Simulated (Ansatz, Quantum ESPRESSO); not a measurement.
# Ti [001], hcp: uniaxial strain and lateral response

The c axis is held at a set length while the cell relaxes sideways. How do the lateral strain and the stress follow? The strained cell has c along the load; unstrained it is a = 2.9008 Å, b = 2.9008 Å, c = 4.5894 Å, α = 90.00°, β = 90.00°, γ = 120.00°, with 2 atoms.

Calculated with Quantum ESPRESSO 7.5, PBEsol, GBRV 1.5 ultrasoft potentials, cutoff 680 eV, Fermi–Dirac smearing 0.05 eV, k-mesh 17×17×10, no spin polarisation, no spin-orbit coupling.

Relaxed positions at 0 %:

```
atom       x       y       z
  Ti  0.3333  0.6667  0.7500
  Ti  0.6667  0.3333  0.2500
```

| ε_c (%) | a (Å) | c (Å) | ε_a (%) | σ (GPa, tension positive) |
| --- | --- | --- | --- | --- |
| −3 | 2.9282 | 4.4518 | 0.943 | −4.68 |
| −2 | 2.9185 | 4.4977 | 0.610 | −3.16 |
| −1 | 2.9097 | 4.5435 | 0.307 | −1.59 |
| 0 | 2.9008 | 4.5894 | 0.000 | 0.00 |
| 1 | 2.8925 | 4.6353 | −0.286 | 1.52 |
| 3 | 2.8753 | 4.7271 | −0.879 | 4.22 |

**Question.** Fit both responses and give the free strain and the stress at +2 %, a row left out above.

Least squares with y = y0 + y1 ε + y2 ε² (ε in %) gives ε_a = 0.003 + (−0.3020) ε + (0.0031) ε² and σ = −0.02 + (1.496) ε + (−0.025) ε² GPa. The linear terms put the ratio of free to applied strain at −0.302 and the Young modulus at 150 GPa.

At +2 % the free strain comes out as −0.589 %. The run itself gives −0.585 %, so the estimate misses by 0.004 %; the fitted rows themselves lie up to 0.010 % off the law.

The stress comes out as 2.88 GPa. The run itself gives 2.92 GPa, so the estimate misses by 0.04 GPa; the fitted rows themselves lie up to 0.07 GPa off the law.

The same fit over all rows at other levels or in other programs gives the strain ratio = −0.302 with PBEsol (Ansatz).

[Logs are printed without paths, hosts, clocks, repeated set-up lines and the standing remarks that a program may print on its own settings, such as how far it seeks lower states.]
